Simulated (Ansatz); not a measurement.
# Where F_O puts its levels in the gap of SnO2 (P4_2/mnm)

Aim: at which Fermi levels does F_O in SnO2 (P4_2/mnm) change its charge? The model is a cell of 72 host atoms with 1 O taken out and 1 F put in.

Program: Ansatz 0.2.0. Level of theory: place-levels on r2SCAN runs: charge-transition levels and formation energies with image-charge correction and potential alignment at the atomic sites; PAW set soft_1. Results are calculated unless marked as measured.

**What experiment says.**

For SnO2, rutile (undoped SnO2, literature value), “Effect of Cu F Co-doping on the Properties of AgSnO2 Contact” (2019, pmc:6679235) quotes earlier work: band gap (band gap of intrinsic SnO2, quoted experimental value) 3.6 eV [Literature value cited in passing in the theory part; measurement method, temperature and …].

In doubt: warnings of the run leave room for a lower electronic state (in some of the runs), so energies may not be the lowest and differences between runs may mislead.

## Step 1: The structure

The cell holds 72 atoms: 24 Sn, 47 O and 1 F. Cell: a = 9.516 Å, b = 9.516 Å, c = 9.602 Å, α = 90.0°, β = 90.0°, γ = 90.0°. It derives from SnO2 (space group P4_2/mnm). Nearest the centre at fractional (0.403, 0.597, 0.500): F28 at 0.00 Å, Sn25 at 2.06 Å, Sn62 at 2.07 Å, Sn68 at 2.07 Å, O45 at 2.61 Å, O65 at 2.92 Å, O71 at 2.92 Å, O30 at 2.92 Å.

The host's dielectric constants go in as inputs: (4.60, 4.60, 4.91) for the electrons alone, (13.48, 13.48, 10.42) with the ions, from a response run on this crystal (DFPT, PBEsol) at that run's own cell.

The cell's shortest repeat is 9.5 Å.

## Step 2: The runs of each charge state

A transition level is the Fermi level at which two charge states cost the same, so each charge needs its own total energy, at its own relaxed structure.

Random displacements of about 0.05 Å break the site symmetry at the start, so that the relaxation can reach a distorted minimum if there is one. Forces are taken at one point at (¼, ¼, ¼). The cell holds 1 electron more than the neutral one, with a uniform background that keeps it neutral on the whole.

The sampling was tested on the host first: at the k-points planned (1x1x1 shifted 0.25 0.25 0.25) its energy lies 0.000 eV an atom from the dense-mesh value, under the bound of 0.02 eV set for this test; that bounds the host's error, not the defect's.

One state's input; the others differ in charge, spin, start and seed, and in occupations where the table says so.

Contents of qm1.relax/input.yaml:

```yaml
crystal:
  lattice:
    - [9.51550307, 0.0, 0.0]
    - [0.0, 9.51550307, 0.0]
    - [0.0, 0.0, 9.60204439]
  atoms:
    - { symbol: Sn, position: [0.25, 0.25, 0.16666667] }
    - { symbol: Sn, position: [0.0, 0.0, 0.0] }
[... 4 atom lines left out ...]
    - { symbol: Sn, position: [0.25, 0.25, 0.5] }
[... 1 atom line left out ...]
    - { symbol: O, position: [0.09702862, 0.40297138, 0.5] }
[... 2 atom lines left out ...]
    - { symbol: O, position: [0.34702862, 0.34702862, 0.33333333] }
[... 5 atom lines left out ...]
    - { symbol: O, position: [0.34702862, 0.34702862, 0.66666667] }
    - { symbol: Sn, position: [0.25, 0.75, 0.16666667] }
[... 2 atom lines left out ...]
    - { symbol: O, position: [0.40297138, 0.59702862, 0.16666667] }
[... 2 atom lines left out ...]
    - { symbol: Sn, position: [0.25, 0.75, 0.5] }
[... 2 atom lines left out ...]
    - { symbol: F, position: [0.40297138, 0.59702862, 0.5] }
    - { symbol: O, position: [0.15297138, 0.65297138, 0.33333333] }
    - { symbol: O, position: [0.34702862, 0.84702862, 0.33333333] }
[... 3 atom lines left out ...]
    - { symbol: O, position: [0.40297138, 0.59702862, 0.83333333] }
    - { symbol: O, position: [0.15297138, 0.65297138, 0.66666667] }
    - { symbol: O, position: [0.34702862, 0.84702862, 0.66666667] }
[... 8 atom lines left out ...]
    - { symbol: O, position: [0.59702862, 0.40297138, 0.5] }
[... 15 atom lines left out ...]
    - { symbol: Sn, position: [0.75, 0.75, 0.5] }
    - { symbol: Sn, position: [0.5, 0.5, 0.33333333] }
    - { symbol: O, position: [0.59702862, 0.90297138, 0.5] }
[... 1 atom line left out ...]
    - { symbol: O, position: [0.65297138, 0.65297138, 0.33333333] }
[... 2 atom lines left out ...]
    - { symbol: Sn, position: [0.5, 0.5, 0.66666667] }
[... 2 atom lines left out ...]
    - { symbol: O, position: [0.65297138, 0.65297138, 0.66666667] }
    - { symbol: O, position: [0.84702862, 0.84702862, 0.66666667] }
  host:
    repeats: [2, 2, 3]
    atoms:
      - { symbol: Sn, position: [0.5, 0.5, 0.5] }
      - { symbol: Sn, position: [0.0, 0.0, 0.0] }
      - { symbol: O, position: [0.19405723, 0.80594277, 0.5] }
      - { symbol: O, position: [0.80594277, 0.19405723, 0.5] }
      - { symbol: O, position: [0.30594277, 0.30594277, 0.0] }
      - { symbol: O, position: [0.69405723, 0.69405723, 0.0] }
total_charge: -1
basis:
  ecutwfc: 500
  xc_grid: 2
hamiltonian:
  xc: r2scan
  pseudopotentials: { kind: paw, azcp: { folder: soft_1 } }
kpoints:
  mp_grid: { grid: [1, 1, 1], shift: [0.25, 0.25, 0.25] }
scf:
  occupations: { method: fixed }
  max_iter: 60
output:
  forces: true
  charged_corrections:
    epsilon: [4.6, 4.6, 4.91]
    static_epsilon: [13.48, 13.48, 10.42]
    defect_position: [0.402971, 0.597029, 0.5]
relax:
  f_tol: 0.02
  max_steps: 80
  random_displacement: { amplitude: 0.05, seed: 5351 }
checkpoint:
  write: "../qm1.relax.run"
  compress: false
  write_wavefunctions: true
  write_every: 100000
```

Launch:

```console
ansatz run input.yaml --threads 4 --pin off --max-ram 15073MiB --backend cpu --events-out ev --progress --plain --runs-dir out
```

Defect states can disperse in a cell of this size, so the energy is taken again at a 2×2×2 shifted mesh, on the relaxed structure.

The run of this state that the levels use, under r2SCAN:

Contents of qm1.point/input.yaml:

```yaml
crystal:
  checkpoint: "../qm1.relax.run"
  host: checkpoint
total_charge: -1
basis:
  ecutwfc: 500
  xc_grid: 2
hamiltonian:
  xc: r2scan
  pseudopotentials: { kind: paw, azcp: { folder: soft_1 } }
kpoints:
  mp_grid: { grid: [2, 2, 2], shift: [0.5, 0.5, 0.5] }
scf:
  occupations: { method: fermi_dirac, width: 0.01 }
  max_iter: 60
output:
  forces: true
  eigenvalues: true
  charged_corrections:
    epsilon: [4.6, 4.6, 4.91]
    static_epsilon: [13.48, 13.48, 10.42]
    defect_position: [0.402971, 0.597029, 0.5]
  eigenstates: { localisation: true }
  populations: true
  band_densities: [{ bands: [v1, v1] }, { bands: [c1, c1] }]
  write_density: true
  write_potential: true
  volumetric_format: npy
checkpoint:
  read: "../qm1.relax.run"
  write: "../qm1.point.run"
  compress: false
  write_wavefunctions: false
  write_every: 100000
```

Relaxations under r2SCAN at one point at (¼, ¼, ¼); times on 4 threads of Arm Neoverse V2, shared host:

| charge | moment (μB) | occupations | outcome | steps | largest displacement against the far atoms (Å) | time |
| --- | --- | --- | --- | --- | --- | --- |
| −1 | 0 | fixed | converged | 5 | 0.14 | 2.4 min |
| 0 | 1 | fixed | converged | 5 | 0.14 | 5.2 min |
| +1 | 0 | fixed | converged | 6 | 0.14 | 2.7 min |

Single points under r2SCAN at a 2×2×2 shifted mesh; times on 4 threads of Arm Neoverse V2, shared host:

| charge | moment (μB) | occupations | outcome | time |
| --- | --- | --- | --- | --- |
| −1 | 0 | fermi-dirac | converged | 3 min |
| 0 | 1 | fermi-dirac | converged | 6 min |
| +1 | 0 | fermi-dirac | converged | 2.5 min |

Distances (Å) from F28 to the nearest atoms after relaxation with r2SCAN:

| charge | moment (μB) | 1. | 2. | 3. | 4. | 5. | 6. |
| --- | --- | --- | --- | --- | --- | --- | --- |
| −1 | 0 | Sn 2.17 | Sn 2.21 | Sn 2.21 | O 2.61 | O 2.86 | O 2.86 |
| 0 | 1 | Sn 2.18 | Sn 2.20 | Sn 2.20 | O 2.60 | O 2.86 | O 2.86 |
| +1 | 0 | Sn 2.18 | Sn 2.20 | Sn 2.20 | O 2.59 | O 2.86 | O 2.86 |

## Step 3: Levels against the band edges, r2SCAN

A charged cell interacts with its images and the background, and its potential has another zero than the host's. place-levels removes the first by a point-charge model, screened by the static dielectric constant since the ions have relaxed around the charge, and the second by comparing potentials at atoms far from the defect.

The host is a run of the defect-free crystal in the same cutoffs, grids and k-points, so that basis and sampling errors cancel in part in the differences. The host is run in a cell of 6 atoms on a matching mesh. Its band edges are searched through the zone by a band path, so the gap is smaller than, or equal to, that on the mesh. Chemical potentials are energies per atom of O (O2 molecule) and F (F2 molecule), run with the same functional and cutoff.

Contents of levels.point.yaml:

```yaml
host:
  run: host.point.run
states: [qm1.point.run, q0_M1.point.run, qp1.point.run]
geometry_from:
  qm1.point.run: qm1.relax.run
  q0_M1.point.run: q0_M1.relax.run
  qp1.point.run: qp1.relax.run
  host.point.run: host.relax.run
chemical_potentials:
  O:
    energy: -565.989614
    dataset: <sha256 of the dataset>
  F:
    energy: -806.862156
    dataset: "<sha256 of the dataset>"
epsilon: [4.6, 4.6, 4.91]
static_epsilon: [13.48, 13.48, 10.42]
vertical:
  - { from: qm1.point.run, to: qm1.point_neutral.run }
  - { from: qp1.point.run, to: qp1.point_neutral.run }
```

Launch:

```console
ansatz place-levels levels.point.yaml -- --threads 4 --pin off --max-ram 15073MiB
```

Numbers of over 12 decimals in the logs are rounded to 6 here.

What it wrote:

```text
[... repeated set-up lines and file paths are left out, and long positions are rounded to six places ...]
(+1/0) 1.810 eV above the valence edge (+2.616 eV without the band-filling correction), in the conduction band; not on the lower envelope
(0/-1) 1.795 eV above the valence edge (+2.814 eV without the band-filling correction), 0.000 eV under the conduction edge; not on the lower envelope
(+1/-1) 1.803 eV above the valence edge (+2.715 eV without the band-filling correction), in the conduction band: charges between them are lowest nowhere
formation energy of charge +1: -2.369 eV with the Fermi level at the valence edge
formation energy of charge 0: -0.559 eV with the Fermi level at the valence edge
formation energy of charge -1: +1.236 eV with the Fermi level at the valence edge
vertical -1 to 0: no energy, since no alignment is typed
  the change from vertical[0].from (qm1.point.run) to vertical[0].to (qm1.point_neutral.run): by its potential at epsilon [4.6, 4.6, 4.91] it stands at 0.427 0.574 0.500, with an rms radius of about 6.5 Å (3.7 3.7 3.9 Å across the planes of the cell's [...]
vertical +1 to 0: no energy, since no alignment is typed
  the change from vertical[1].from (qp1.point.run) to vertical[1].to (qp1.point_neutral.run): by its potential at epsilon [4.6, 4.6, 4.91] it stands at 0.422 0.578 0.500, with an rms radius of about 6.5 Å (3.6 3.6 3.9 Å across the planes of the cell's [...]
  edges by r2scan, gap 1.795 eV; the host is sampled to repeats of 26.91 Å
  the defect's cells are sampled to repeats of 26.91 Å, like sampling
  charge +1: -172482.9926 eV with its correction of +0.153 eV, at epsilon [13.48, 13.48, 10.42], aligned at sites: -0.0186 eV, mean over 39 atomic sites at or beyond 4.76 Å from the defect at [0.4030, 0.5970, 0.5000], with +0.000000 for the charge's moments [...]
  charge 0: +0.000 eV for its dipole among its images, +0.000 omitted
  charge -1: -172459.6955 eV with its correction of +0.024 eV, at epsilon [13.48, 13.48, 10.42], aligned at sites: +0.1478 eV, mean over 39 atomic sites at or beyond 4.76 Å from the defect at [0.4030, 0.5970, 0.5000], with +0.000000 for the charge's moments [...]
  of states[2] (qp1.point.run): it parts from the run at its places by a charge that spreads by about 3.9 Å along one vector (1.7 Å or more is wide), by its potential at epsilon [4.6, 4.6, 4.91], taken for that of held ions (one typed too small widens it), [...]
  of states[1] (q0_M1.point.run): a band-filling correction moves a carrier to the host's band edge, which changes its energy by -0.806 eV; its displacements don't fall off away from the defect: farther atoms stand 0.027 Å off the host's places. [...]
  of states[0] (qm1.point.run): it parts from the run at its places by a charge that spreads by about 3.9 Å along one vector (1.7 Å or more is wide), by its potential at epsilon [4.6, 4.6, 4.91], taken for that of held ions (one typed too small widens it), [...]
  of vertical[0].from (qm1.point.run): its displacements don't fall off away from the defect: farther atoms stand 0.027 Å off the host's places. [...]
  of vertical[0].to (qm1.point_neutral.run): its displacements don't fall off away from the defect: farther atoms stand 0.027 Å off the host's places. [...]
  of vertical[1].from (qp1.point.run): its displacements don't fall off away from the defect: farther atoms stand 0.027 Å off the host's places. [...]
  of vertical[1].to (qp1.point_neutral.run): its displacements don't fall off away from the defect: farther atoms stand 0.027 Å off the host's places. [...]
```

Run time: 0.34 s. Hardware: 4 threads of Arm Neoverse V2, shared host.

Levels between the charges placed, in eV above the valence top:

|  | gap (eV) | (+1/0) | (0/−1) |
| --- | --- | --- | --- |
| r2SCAN | 1.80 | 1.81 | 1.80 |

Corrections by state:

| charge | moment (μB) | image terms and alignment (eV) | band filling (eV) | ε used | over the lowest of its charge, as the program ranks them, band filling apart (eV) |
| --- | --- | --- | --- | --- | --- |
| +1 | 0.0 | 0.153 | - | principal values (10.42, 13.48, 13.48) | 0.000 |
| 0 | 1.0 | 0.000 | -0.806 | - | 0.000 |
| −1 | 0.0 | 0.024 | -1.824 | principal values (10.42, 13.48, 13.48) | 0.000 |

The charged structures listed were also run neutral, and place-levels reads from each pair, by the potential or the spins, how wide the charge is by which they differ; that can be the carrier of either run.

| charge | rms radius (Å) | spread where it is widest against the cell (Å) | wide from (Å) | reading |
| --- | --- | --- | --- | --- |
| +1 | 6.5 | 3.95 | 1.66 | wide |
| −1 | 6.5 | 3.95 | 1.66 | wide |

The neutral runs of these pairs need not share the spin of the lowest neutral state, and very wide values only mean spread over the cell.

From the program's caveats on the states, each cut to its opening words:

- charge +1, −1: it parts from the run at its places by a charge that spreads by about 3.9 Å along one vector (1.7 Å or more is wide), by its potential at epsilon [4.6, 4.6, [...]
- charge +1, 0 (1 μB), −1: its displacements don't fall off away from the defect: farther atoms stand 0.027 Å off the host's places
- charge 0 (1 μB): a band-filling correction moves a carrier to the host's band edge, which changes its energy by -0.806 eV
- charge 0 (1 μB): flagged: stability check not made
- charge −1: a band-filling correction moves a carrier to the host's band edge, which changes its energy by -1.824 eV

The host's formation energy from the elements is -1.867 eV per atom; it sets how far the chemical potentials can move.

Formation energies (eV), O-rich (Δμ(O) = 0.00 eV, Δμ(Sn) = -5.60 eV, Δμ(F) = 0.00 eV):

| charge | Fermi level at the valence top | at the conduction bottom |
| --- | --- | --- |
| +1 | -2.37 | -0.57 |
| 0 | -0.56 | -0.56 |
| −1 | 1.24 | -0.56 |

Formation energies (eV), Sn-rich (Δμ(Sn) = 0.00 eV, Δμ(O) = -2.80 eV, Δμ(F) = 0.00 eV):

| charge | Fermi level at the valence top | at the conduction bottom |
| --- | --- | --- |
| +1 | -5.17 | -3.37 |
| 0 | -3.36 | -3.36 |
| −1 | -1.56 | -3.36 |

## Step 4: Effect of the sampling

The relaxations' own energies give the levels at their sampling, for comparison.

Contents of levels.relax_mesh.yaml:

```yaml
host:
  run: host.relax.run
states: [qm1.relax.run, q0_M1.relax.run, qp1.relax.run]
chemical_potentials:
  O:
    energy: -565.989614
    dataset: <sha256 of the dataset>
  F:
    energy: -806.862156
    dataset: "<sha256 of the dataset>"
```

Launch:

```console
ansatz place-levels levels.relax_mesh.yaml -- --threads 4 --pin off --max-ram 15073MiB
```

What it wrote:

```text
[...]
formation energy of charge +1: -2.368 eV with the Fermi level at the valence edge
formation energy of charge 0: -0.557 eV with the Fermi level at the valence edge
formation energy of charge -1: +1.238 eV with the Fermi level at the valence edge
  edges by r2scan, gap 1.795 eV; the host is sampled to repeats of 13.46 Å
[... the lines on each state left out ...]
```

The job ended after 0.12 s (4 threads).

Levels between neighbouring charges, in eV above the valence top:

|  | gap (eV) | (+1/0) | (0/−1) |
| --- | --- | --- | --- |
| one point at (¼, ¼, ¼) | 1.80 | 1.81 | 1.80 |
| a 2×2×2 shifted mesh | 1.80 | 1.81 | 1.80 |

Going from one point at (¼, ¼, ¼) to a 2×2×2 shifted mesh moves formation energies against the elements by up to 0.00 eV; band-filling terms, which differ between samplings, are in these energies.

## Step 5: What came out

| Item | Value |
| --- | --- |
| gap of the host | 1.80 eV (r2SCAN) |
| level (plus 1/0) | 1.81 eV above the valence top, past the conduction bottom, not a change between lowest states (2.62 eV above the valence top without the band-filling term) |
| level (0/minus 1) | 1.80 eV above the valence top, at the conduction bottom, not a change between lowest states (2.81 eV above the valence top without the band-filling term) |
| lowest of the charges placed, just above the valence top (0.02 eV) | +1 |
| lowest of the charges placed, just below the conduction bottom (0.02 eV) | +1 |
| lowest formation energy at mid-gap of the charges run, O-rich | -1.47 eV |
| lowest formation energy at mid-gap of the charges run, Sn-rich | -4.27 eV |

In words: Of the charges placed (−1, 0 and +1), +1 is the lowest from 0.02 eV above the valence top to 0.02 eV below the conduction bottom, a gap of 1.80 eV. Charges above +1 were not placed, so these runs say nothing of levels that involve them. States placed: +1 at 0 μB; 0 at 1 μB; −1 at 0 μB. Other spin states or structures, where not listed, weren't placed. The program finds carriers beyond a band edge of the host and adds a band-filling term at charge −1 (-1.82 eV) and 0 (-0.81 eV); steps to such a charge show no bound level, and a defect level inside a band would be read the same way. F is taken at its element; compounds, which aren't counted here, bound the chemical potentials and would shift these formation energies. The lowest formation energy (O-rich and Sn-rich) is negative across the gap, so the defect would form by itself: these chemical potentials lie beyond what competing compounds allow, or the host is unstable against it. Going from one point at (¼, ¼, ¼) to a 2×2×2 shifted mesh moves formation energies against the elements by up to 0.00 eV; band-filling terms, which differ between samplings, are in these energies. Limits: r2SCAN makes the gap too small and tends to spread out bound carriers; where a gas molecule sets a chemical potential or the host's formation energy, its binding is uncorrected; spin–orbit coupling, which can matter with heavy atoms, is left out.

Comparison with the measured values:

| quantity | measured | r2SCAN |
| --- | --- | --- |
| band gap (least gap of the host) (eV) | 3.6 | 1.80 (-1.80 eV) |

Measured values from pmc:6679235 (2019).

How well it matches: The band gap is off by -1.80 eV. Local and semilocal functionals usually give gaps below the measured ones. Spin-orbit coupling, left out here, can change the gap with such heavy elements. Zero-point and thermal motion shift the measured gap.

[Logs are printed without paths, hosts, clocks, repeated set-up lines and the standing remarks that a program may print on its own settings, such as how far it seeks lower states.]

[Hosts, paths, dates, database ids (printed as entryN), source tags and the programs' standing remarks are cut or masked in the printed files.]

[Where a table of states has a column of steps, it counts the stored structures, which are thinned; the runs took as many ionic steps or more.]

[A defect's name tells the site on which it was built; relaxed atoms can leave that site.]

[For some hosts the program warned that the k-mesh of the response run may be too coarse for force constants and the static dielectric constant; such warnings are not shown here.]
